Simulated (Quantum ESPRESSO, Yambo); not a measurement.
An input for Quantum ESPRESSO 7.5 (BaTiO3 (P4mm)):

```
&control
  calculation = 'scf'
  prefix = 'x'
  outdir = 'o'
  pseudo_dir = 'pseudo'
  tprnfor = .true.
  tstress = .true.
/
&system
  ibrav = 0
  nat = 5
  ntyp = 3
  ecutwfc = 84.0
  nbnd = 26
  force_symmorphic = .true.
/
&electrons
  conv_thr = 1e-10
  electron_maxstep = 80
  mixing_beta = 0.5
/
ATOMIC_SPECIES
  Ba 137.33 Ba.upf
  Ti 47.867 Ti.upf
  O 15.999 O.upf
CELL_PARAMETERS angstrom
  3.9998000000 0.0000000000 0.0000000000
  0.0000000000 3.9998000000 0.0000000000
  0.0000000000 0.0000000000 4.0180000000
ATOMIC_POSITIONS crystal
  Ba 0.0000000000 0.0000000000 -0.0001128695
  Ti 0.5000000000 0.5000000000 0.4841140174
  O 0.5000000000 0.5000000000 0.0258385230
  O 0.5000000000 0.0000000000 0.5165801646
  O 0.0000000000 0.5000000000 0.5165801646
K_POINTS automatic
  6 6 6 0 0 0
```

The database entry behind the starting cell differs from later determinations by our own check (c/a about 0.6 % short), so it need not match the best structure at ambient conditions.

```sh
OMP_NUM_THREADS=1 mpirun -n 8 pw.x -nk 8 -in pw.in > pw.out
```

Q: Estimate wall time and host memory on 8 MPI ranks of Arm Neoverse V2, shared host.

It took 15 s; on shared hardware allow 7.6 s to 31 s. Peak host memory was 0.7 GiB.

[Paths, hosts, dates, memory and timing lines, banners, echoed tables and standing remarks are left out of the program output.]

[Logs are printed without paths, hosts, clocks, repeated set-up lines and the standing remarks that a program may print on its own settings, such as how far it seeks lower states.]

[Runs of the session that timed out or met a known fault of the program may be left out.]

[Hosts, paths, dates, database ids (printed as entryN), source tags and the programs' standing remarks are cut or masked in the printed files.]
